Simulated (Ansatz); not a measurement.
# K on Ti(0001): change of the work function, part 2 of 3

Aim: the work function of Ti(0001) at several coverages of K (fcc site), and the dipole that each adsorbate carries.

Ansatz 0.2.0; plane-wave DFT, PBE, Ansatz PAW.

So far, work function, upper face (eV): step 2 (the clean slab) 4.37.

## 3. The covered slab, k-mesh 4×4×1, coverage 0.111 ML

System of this step: K/Ti(0001). The cell holds 37 atoms: 36 Ti and 1 K. Cell: a = 8.850 Å, b = 8.850 Å, c = 28.250 Å, α = 90.0°, β = 90.0°, γ = 60.0°. Vacuum lies along c.

The clean slab as it ended is repeated in the plane and the adsorbate is set on one face; the cell's size fixes the coverage, and the k-mesh shrinks with it to keep the sampling density about even. Adsorbate and upper layers relax, since the dipole depends on the height.

Contents of input.yaml:

```yaml
crystal:
  lattice:
    - [8.8500000001, 0.0, 0.0]
    - [4.425, 7.6643248235, 0.0]
    - [0.0, 0.0, 28.2497227411]
  atoms:
    - { symbol: Ti, position: [0.2222222222, 0.2222222222, 0.3185871976] }
    - { symbol: Ti, position: [0.0, 0.0, 0.4015012856] }
    - { symbol: Ti, position: [0.2222222222, 0.2222222222, 0.486822612] }
    - { symbol: Ti, position: [0.0, 0.0, 0.5635906173] }
    - { symbol: Ti, position: [0.2222222222, 0.5555555556, 0.3185871976] }
    - { symbol: Ti, position: [0.0, 0.3333333333, 0.4015012856] }
    - { symbol: Ti, position: [0.2222222222, 0.5555555556, 0.486822612] }
    - { symbol: Ti, position: [0.0, 0.3333333333, 0.5635906173] }
    - { symbol: Ti, position: [0.2222222222, 0.8888888889, 0.3185871976] }
    - { symbol: Ti, position: [0.0, 0.6666666667, 0.4015012856] }
    - { symbol: Ti, position: [0.2222222222, 0.8888888889, 0.486822612] }
    - { symbol: Ti, position: [0.0, 0.6666666667, 0.5635906173] }
    - { symbol: Ti, position: [0.5555555556, 0.2222222222, 0.3185871976] }
    - { symbol: Ti, position: [0.3333333333, 0.0, 0.4015012856] }
    - { symbol: Ti, position: [0.5555555556, 0.2222222222, 0.486822612] }
    - { symbol: Ti, position: [0.3333333333, 0.0, 0.5635906173] }
    - { symbol: Ti, position: [0.5555555556, 0.5555555556, 0.3185871976] }
    - { symbol: Ti, position: [0.3333333333, 0.3333333333, 0.4015012856] }
    - { symbol: Ti, position: [0.5555555556, 0.5555555556, 0.486822612] }
    - { symbol: Ti, position: [0.3333333333, 0.3333333333, 0.5635906173] }
    - { symbol: Ti, position: [0.5555555556, 0.8888888889, 0.3185871976] }
    - { symbol: Ti, position: [0.3333333333, 0.6666666667, 0.4015012856] }
    - { symbol: Ti, position: [0.5555555556, 0.8888888889, 0.486822612] }
    - { symbol: Ti, position: [0.3333333333, 0.6666666667, 0.5635906173] }
    - { symbol: Ti, position: [0.8888888889, 0.2222222222, 0.3185871976] }
    - { symbol: Ti, position: [0.6666666667, 0.0, 0.4015012856] }
    - { symbol: Ti, position: [0.8888888889, 0.2222222222, 0.486822612] }
    - { symbol: Ti, position: [0.6666666667, 0.0, 0.5635906173] }
    - { symbol: Ti, position: [0.8888888889, 0.5555555556, 0.3185871976] }
    - { symbol: Ti, position: [0.6666666667, 0.3333333333, 0.4015012856] }
    - { symbol: Ti, position: [0.8888888889, 0.5555555556, 0.486822612] }
    - { symbol: Ti, position: [0.6666666667, 0.3333333333, 0.5635906173] }
    - { symbol: Ti, position: [0.8888888889, 0.8888888889, 0.3185871976] }
    - { symbol: Ti, position: [0.6666666667, 0.6666666667, 0.4015012856] }
    - { symbol: Ti, position: [0.8888888889, 0.8888888889, 0.486822612] }
    - { symbol: Ti, position: [0.6666666667, 0.6666666667, 0.5635906173] }
    - { symbol: K, position: [0.1111111111, 0.1111111111, 0.6814128024] }
kpoints:
  mp_grid: { grid: [4, 4, 1] }
hamiltonian:
  xc: pbe
scf:
  occupations: { method: fermi_dirac, width: 0.1 }
  convergence: { dr2_threshold: 1.0e-08 }
efield:
  axis: 3
  dipole_correction: true
  ramp_position: 0.97
  ramp_width: 0.06
relax:
  f_tol: 0.02
  max_steps: 60
  constraints:
    - { sites: [0, 1, 4, 5, 8, 9, 12, 13, 16, 17, 20, 21, 24, 25, 28, 29, 32, 33] }
output:
  write_potential: true
  write_density: true
  volumetric_format: npy
```

Command:

```
$ ansatz run input.yaml --threads 4 --pin off --max-ram 16384MiB --backend cpu --events-out ev --progress --plain --runs-dir out
```

Output:

```text
[...]
Crystal: 37 atoms, lattice volume = 1916.158 Å³
Basis set: ecut = 420 eV, 37505 PW (Γ), exchange–correlation on 120×120×384 points (8 copies of the dense FFT grid, shifted against one another)
Bands: 265, of which v1, the nominal top of the filled ones, is band 221 counted from 1 (220 counted from 0)
Symmetry: 6 space group operations
[...]
k-points: 4 of 16 (time reversal used)
[...]
SCF iter   1: F=—  HF=-91510.865900 eV  |F-HF|=—  |Δ(HF+E_count)|=         —  Δρ=6.81e-3  dr2=1.47e1  ethr=1.77e-3  p=0.841 e·Å  D=7.94e-2 V/Å  ΔV_dip=-2.24 eV  dr2_dipole=5.96e0  V_vac-E_F(+/−)=1.86/4.11 eV  ⟨swp⟩=10.8  Hψ=5376  notcnv=0
[...]
SCF iter  11: F=-91510.723418 eV  HF=-91510.723418 eV  |F-HF|=2.33e-9  |Δ(HF+E_count)|=   1.75e-8  Δρ=5.18e-7  dr2=7.91e-9  ethr=2.27e-12  p=0.836 e·Å  D=7.90e-2 V/Å  ΔV_dip=-2.23 eV  dr2_dipole=6.01e-11  V_vac-E_F(+/−)=2.19/4.42 eV  ⟨swp⟩=12.8  Hψ=6731  notcnv=0
SCF 1 converged in 11 iterations: F = -91510.723418 eV  dr2 = 7.91e-9
[...]
relax step   1: F+E_penalty+E_count = -91510.72341773 eV  Δ(F+E_penalty+E_count) = +0.000e0 eV  max|allowed force component| = 1.396e-1 eV/Å  Δτ_max = 0.0000 Å  (11 SCF iters, accepted)
[...]
SCF iter   9: F=-91510.752707 eV  HF=-91510.752707 eV  |F-HF|=1.70e-8  |Δ(HF+E_count)|=   6.51e-8  Δρ=4.49e-7  dr2=9.94e-9  ethr=2.27e-12  p=0.813 e·Å  D=7.68e-2 V/Å  ΔV_dip=-2.17 eV  dr2_dipole=2.91e-10  V_vac-E_F(+/−)=2.25/4.42 eV  ⟨swp⟩=17.0  Hψ=10518  notcnv=0
SCF 2 converged in 9 iterations: F = -91510.752707 eV  dr2 = 9.94e-9
[...]
relax step   2: F+E_penalty+E_count = -91510.75270724 eV  Δ(F+E_penalty+E_count) = -2.929e-2 eV  max|allowed force component| = 1.272e-1 eV/Å  Δτ_max = 0.0729 Å  (9 SCF iters, accepted)
SCF iter   1: F=—  HF=-91510.762971 eV  |F-HF|=—  |Δ(HF+E_count)|=         —  Δρ=1.11e-3  dr2=2.79e-1  ethr=1.32e-4  p=0.813 e·Å  D=7.68e-2 V/Å  ΔV_dip=-2.17 eV  dr2_dipole=5.74e-2  V_vac-E_F(+/−)=2.25/4.42 eV  ⟨swp⟩=2.0  Hψ=1613  notcnv=0
[...]
SCF iter   8: F=-91510.759118 eV  HF=-91510.759118 eV  |F-HF|=1.33e-8  |Δ(HF+E_count)|=   3.99e-8  Δρ=4.75e-7  dr2=9.21e-9  ethr=2.27e-12  p=0.800 e·Å  D=7.56e-2 V/Å  ΔV_dip=-2.13 eV  dr2_dipole=5.29e-10  V_vac-E_F(+/−)=2.28/4.42 eV  ⟨swp⟩=15.0  Hψ=9873  notcnv=0
SCF 3 converged in 8 iterations: F = -91510.759118 eV  dr2 = 9.21e-9
  Residual-converged pass: ⟨swp⟩=1.5  Hψ=1132  notcnv=0  max |occ|·‖R‖ = 7.1e-9 eV (tolerance 1.0e-8 eV)  dr2=9.21e-9  dr2_onsite=3.66e-10  max |Δocc| = 1.8e-12
[...]
relax step   3: F+E_penalty+E_count = -91510.75911781 eV  Δ(F+E_penalty+E_count) = -6.411e-3 eV  max|allowed force component| = 6.076e-2 eV/Å  Δτ_max = 0.0269 Å  (8 SCF iters, accepted)
SCF iter   1: F=—  HF=-91510.759049 eV  |F-HF|=—  |Δ(HF+E_count)|=         —  Δρ=3.69e-4  dr2=2.05e-2  ethr=4.16e-4  p=0.800 e·Å  D=7.56e-2 V/Å  ΔV_dip=-2.13 eV  dr2_dipole=4.77e-3  V_vac-E_F(+/−)=2.29/4.42 eV  ⟨swp⟩=1.5  Hψ=1254  notcnv=0
[...]
SCF iter   7: F=-91510.760320 eV  HF=-91510.760320 eV  |F-HF|=2.84e-8  |Δ(HF+E_count)|=   1.38e-7  Δρ=5.28e-7  dr2=6.80e-9  ethr=2.27e-12  p=0.787 e·Å  D=7.43e-2 V/Å  ΔV_dip=-2.10 eV  dr2_dipole=3.33e-10  V_vac-E_F(+/−)=2.32/4.42 eV  ⟨swp⟩=12.2  Hψ=9143  notcnv=0
SCF 4 converged in 7 iterations: F = -91510.760320 eV  dr2 = 6.80e-9
[...]
relax step   4: F+E_penalty+E_count = -91510.76032047 eV  Δ(F+E_penalty+E_count) = -1.203e-3 eV  max|allowed force component| = 4.886e-3 eV/Å  Δτ_max = 0.0350 Å  (7 SCF iters, accepted)
NSCF: frozen V_eff on 4 k-points
the search or the solves at the SCF's close seem to have found levels that the self-consistency loop had missed (the run counts 1). By its estimate they hold 1.69e-5 electrons. The energies and the density leave them out; if the run goes on with those levels, later outputs use occupations computed again with them
WARN: The output density's exchange-correlation potential varies sharply where the density is thin. Do not read a vacuum level from v_tot or v_xc, or from such a field of the output density. On a cell that repeats whose density bears no net charge and no dipole along the vacuum's axis use v_es (v_loc + v_h of the components); under efield.dipole_correction with no amplitude use v_es + v_field, which holds any externa [...]
SCF converged after 7 iterations
Free energy (F): -91510.760320 eV
[...]
Internal energy: -91508.523233 eV  (E = F + TS)
E sigma→0 (E₀):  -91509.641777 eV
Entropy (-TS):   -2.237087 eV (-60.462 meV/atom)
Fermi energy:    2.342371 eV
Dipole field:    D = 0.074354 V/Å  (p = 0.787360 e·Å, saw-weighted, corrected)
Work function:   Φ+ = 2.3190 eV   Φ− = 4.4195 eV
[...]
--- Forces (eV/Å), atoms counted from 1 ---
  atom   1  Ti    -0.00906117    -0.00523147     0.58602389
  atom   2  Ti    -0.00589642    -0.00340430    -0.63547534
  atom   3  Ti     0.00278385     0.00160725    -0.00264349
  atom   4  Ti     0.00142813     0.00082453    -0.00164270
  atom   5  Ti    -0.00310120     0.00179048     0.60819007
  atom   6  Ti    -0.00000000     0.00680860    -0.63547534
  atom   7  Ti    -0.00293347     0.00169364    -0.00106594
  atom   8  Ti     0.00000000    -0.00164906    -0.00164270
  atom   9  Ti    -0.00000000     0.01046294     0.58602389
  atom  10  Ti     0.02976044    -0.01718220    -0.56003911
  atom  11  Ti     0.00000000    -0.00321451    -0.00264349
  atom  12  Ti     0.00077662    -0.00044838     0.00128951
  atom  13  Ti     0.00000000    -0.00358096     0.60819007
  atom  14  Ti     0.00589642    -0.00340430    -0.63547534
  atom  15  Ti     0.00000000    -0.00338728    -0.00106594
  atom  16  Ti    -0.00142813     0.00082453    -0.00164270
  atom  17  Ti     0.00310120     0.00179048     0.60819007
  atom  18  Ti     0.02985550     0.01723708    -0.59393792
  atom  19  Ti     0.00293347     0.00169364    -0.00106594
  atom  20  Ti    -0.00192547    -0.00111167     0.00112199
  atom  21  Ti    -0.00605234     0.00349432     0.59676809
  atom  22  Ti     0.00000000    -0.03447416    -0.59393792
  atom  23  Ti    -0.00423111     0.00244284     0.00147504
  atom  24  Ti    -0.00000000     0.00222335     0.00112199
  atom  25  Ti     0.00906117    -0.00523147     0.58602389
  atom  26  Ti    -0.00000000     0.03436440    -0.56003911
  atom  27  Ti    -0.00278385     0.00160725    -0.00264349
  atom  28  Ti    -0.00000000     0.00089677     0.00128951
  atom  29  Ti     0.00000000    -0.00698864     0.59676809
  atom  30  Ti    -0.02985550     0.01723708    -0.59393792
  atom  31  Ti     0.00000000    -0.00488567     0.00147504
  atom  32  Ti     0.00192547    -0.00111167     0.00112199
  atom  33  Ti     0.00605234     0.00349432     0.59676809
  atom  34  Ti    -0.02976044    -0.01718220    -0.56003911
  atom  35  Ti     0.00423111     0.00244284     0.00147504
  atom  36  Ti    -0.00077662    -0.00044838     0.00128951
  atom  37  K      0.00000000    -0.00000000    -0.00019340
  max |Σ_I F_I| component: 1.11e-6 eV/Å
--- Band table (eV) ---
  k-point 0: bands = [... 217 lower, 2.3153, 2.3153, 2.3216, 2.3980, 2.4168, 2.4168, 2.4222, 2.4222, ... 40 higher]
  k-point 1: bands = [... 217 lower, 2.2850, 2.2877, 2.3253, 2.3286, 2.3529, 2.4195, 2.4261, 2.4425, ... 40 higher]
  k-point 2: bands = [... 217 lower, 2.2547, 2.2609, 2.3620, 2.3624, 2.3654, 2.3675, 2.4416, 2.4639, ... 40 higher]
  k-point 3: bands = [... 217 lower, 2.2373, 2.2736, 2.3457, 2.3502, 2.3586, 2.4119, 2.4197, 2.4282, ... 40 higher]
--- Relaxed structure (4 steps of the walk, 4 accepted, 0 SCFs on fresh bases) ---
  F+E_penalty+E_count = -91510.76032047 eV   max|allowed force component| = 4.886e-3 eV/Å
  atoms:
    - { symbol: Ti, position: [0.222222, 0.222222, 0.3185871976] }
    - { symbol: Ti, position: [1.111110e-11, 1.111110e-11, 0.4015012856] }
    - { symbol: Ti, position: [0.223120, 0.223120, 0.485418] }
    - { symbol: Ti, position: [0.000575166, 0.000575166, 0.561755] }
    - { symbol: Ti, position: [0.222222, 0.555556, 0.3185871976] }
    - { symbol: Ti, position: [1.111111e-11, 0.333333, 0.4015012856] }
    - { symbol: Ti, position: [0.221585, 0.555874, 0.487550] }
    - { symbol: Ti, position: [0.000575166, 0.332183, 0.561755] }
    - { symbol: Ti, position: [0.222222, 0.888889, 0.3185871976] }
    - { symbol: Ti, position: [-2.222228e-11, 0.666667, 0.4015012856] }
    - { symbol: Ti, position: [0.223120, 0.887093, 0.485418] }
    - { symbol: Ti, position: [-0.00140874, 0.667371, 0.564883] }
    - { symbol: Ti, position: [0.555556, 0.222222, 0.3185871976] }
    - { symbol: Ti, position: [0.333333, 1.111110e-11, 0.4015012856] }
    - { symbol: Ti, position: [0.555874, 0.221585, 0.487550] }
    - { symbol: Ti, position: [0.332183, 0.000575166, 0.561755] }
    - { symbol: Ti, position: [0.555556, 0.555556, 0.3185871976] }
    - { symbol: Ti, position: [0.333333, 0.333333, 0.4015012856] }
    - { symbol: Ti, position: [0.555874, 0.555874, 0.487550] }
    - { symbol: Ti, position: [0.331511, 0.331511, 0.564437] }
    - { symbol: Ti, position: [0.555556, 0.888889, 0.3185871976] }
    - { symbol: Ti, position: [0.333333, 0.666667, 0.4015012856] }
    - { symbol: Ti, position: [0.558373, 0.887480, 0.486353] }
    - { symbol: Ti, position: [0.331511, 0.670311, 0.564437] }
    - { symbol: Ti, position: [0.888889, 0.222222, 0.3185871976] }
    - { symbol: Ti, position: [0.666667, -2.222223e-11, 0.4015012856] }
    - { symbol: Ti, position: [0.887093, 0.223120, 0.485418] }
    - { symbol: Ti, position: [0.667371, -0.00140874, 0.564883] }
    - { symbol: Ti, position: [0.888889, 0.555556, 0.3185871976] }
    - { symbol: Ti, position: [0.666667, 0.333333, 0.4015012856] }
    - { symbol: Ti, position: [0.887480, 0.558373, 0.486353] }
    - { symbol: Ti, position: [0.670311, 0.331511, 0.564437] }
    - { symbol: Ti, position: [0.888889, 0.888889, 0.3185871976] }
    - { symbol: Ti, position: [0.666667, 0.666667, 0.4015012856] }
    - { symbol: Ti, position: [0.887480, 0.887480, 0.486353] }
    - { symbol: Ti, position: [0.667371, 0.667371, 0.564883] }
    - { symbol: K, position: [0.111111, 0.111111, 0.676641] }
```

Wall time 9.2 min (4 threads of Arm Neoverse V1, shared host); peak memory 8.2 GiB.

Relaxation path:

```csv
step,energy less that of the first step (eV),largest force component (eV/Å)
1,0.0000,0.1396
2,-0.0293,0.1272
3,-0.0357,0.0608
4,-0.0369,0.0049
```

Forces are held to the 6 operations that the program found; a distortion that breaks them can't arise in this run.

The atoms that moved most (Å):

```
atom      dx      dy      dz  length
 K37   0.000   0.000  -0.135   0.135
 Ti8   0.000  -0.009  -0.052   0.053
Ti16  -0.008   0.004  -0.052   0.053
 Ti4   0.008   0.004  -0.052   0.053
Ti27  -0.012   0.007  -0.040   0.042
Ti11   0.000  -0.014  -0.040   0.042
 Ti3   0.012   0.007  -0.040   0.042
Ti12  -0.009   0.005   0.037   0.038
```

The relaxed structure:

```xyz
37
Lattice="8.8500 0.0000 0.0000 4.4250 7.6643 0.0000 0.0000 0.0000 28.2497" Properties=species:S:1:pos:R:3
Ti    2.9500    1.7032    9.0000
Ti    0.0000    0.0000   11.3423
Ti    2.9619    1.7101   13.7129
Ti    0.0076    0.0044   15.8694
Ti    4.4250    4.2580    9.0000
Ti    1.4750    2.5548   11.3423
Ti    4.4208    4.2604   13.7732
Ti    1.4750    2.5460   15.8694
Ti    5.9000    6.8127    9.0000
Ti    2.9500    5.1095   11.3423
Ti    5.9000    6.7990   13.7129
Ti    2.9406    5.1149   15.9578
Ti    5.9000    1.7032    9.0000
Ti    2.9500    0.0000   11.3423
Ti    5.9000    1.6983   13.7732
Ti    2.9424    0.0044   15.8694
Ti    7.3750    4.2580    9.0000
Ti    4.4250    2.5548   11.3423
Ti    7.3792    4.2604   13.7732
Ti    4.4008    2.5408   15.9452
Ti    8.8500    6.8127    9.0000
Ti    5.9000    5.1095   11.3423
Ti    8.8687    6.8019   13.7393
Ti    5.9000    5.1375   15.9452
Ti    8.8500    1.7032    9.0000
Ti    5.9000    0.0000   11.3423
Ti    8.8381    1.7101   13.7129
Ti    5.9000   -0.0108   15.9578
Ti   10.3250    4.2580    9.0000
Ti    7.3750    2.5548   11.3423
Ti   10.3250    4.2796   13.7393
Ti    7.3992    2.5408   15.9452
Ti   11.8000    6.8127    9.0000
Ti    8.8500    5.1095   11.3423
Ti   11.7813    6.8019   13.7393
Ti    8.8594    5.1149   15.9578
K     1.4750    0.8516   19.1149
```

Numbers from this step:

```
energy at zero smearing        : -91509.6418 eV
work function, upper face      : 2.319 eV
work function, lower face      : 4.420 eV
dipole along the normal        : 0.7874 e·Å
step between the vacuum levels : -2.100 eV
```

Running mean over 2.342 Å of the planar mean; the ramp of the sawtooth is left out. The electron's electrostatic potential energy less the Fermi level by z:

z (Å), electron's electrostatic potential energy less the Fermi level (eV) and a bar from the least value:
```
        4       4.42 ##############################
        5       4.40 ##############################
        6       4.24 ##############################
        7       2.89 ##########################
        8      -3.13 ###########
        9      -6.74 ##
       10      -6.59 ##
       11      -6.58 ###
       12      -6.42 ###
       13      -6.38 ###
       14      -6.92 ##
       15      -7.59 
       16      -6.74 ##
       17      -2.66 ############
       18       2.08 ########################
       19       2.05 ########################
       20       1.85 ########################
       21       2.24 #########################
       22       2.31 #########################
       23       2.32 #########################
       24       2.32 #########################
       25       2.32 #########################
```

The relaxation took 4 steps and lowered the energy by 0.037 eV; the largest force on the free atoms ends at 0.0049 eV/Å.

The covered face has 2.32 eV, -2.05 eV against the clean one; the bare back face has moved by -0.00 eV, a measure of how thin the slab is.

[end of part 2 of 3]

[Long decimals in the printed logs are rounded to 6 places.]

[Logs are printed without paths, hosts, clocks, repeated set-up lines and the standing remarks that a program may print on its own settings, such as how far it seeks lower states.]

[Hosts, paths, dates, database ids (printed as entryN), source tags and the programs' standing remarks are cut or masked in the printed files.]

[Maps of the electrostatic potential energy from Ansatz leave out the sawtooth potential of an applied field or a dipole correction, so their vacuum need not be flat; planar profiles and work functions include it.]
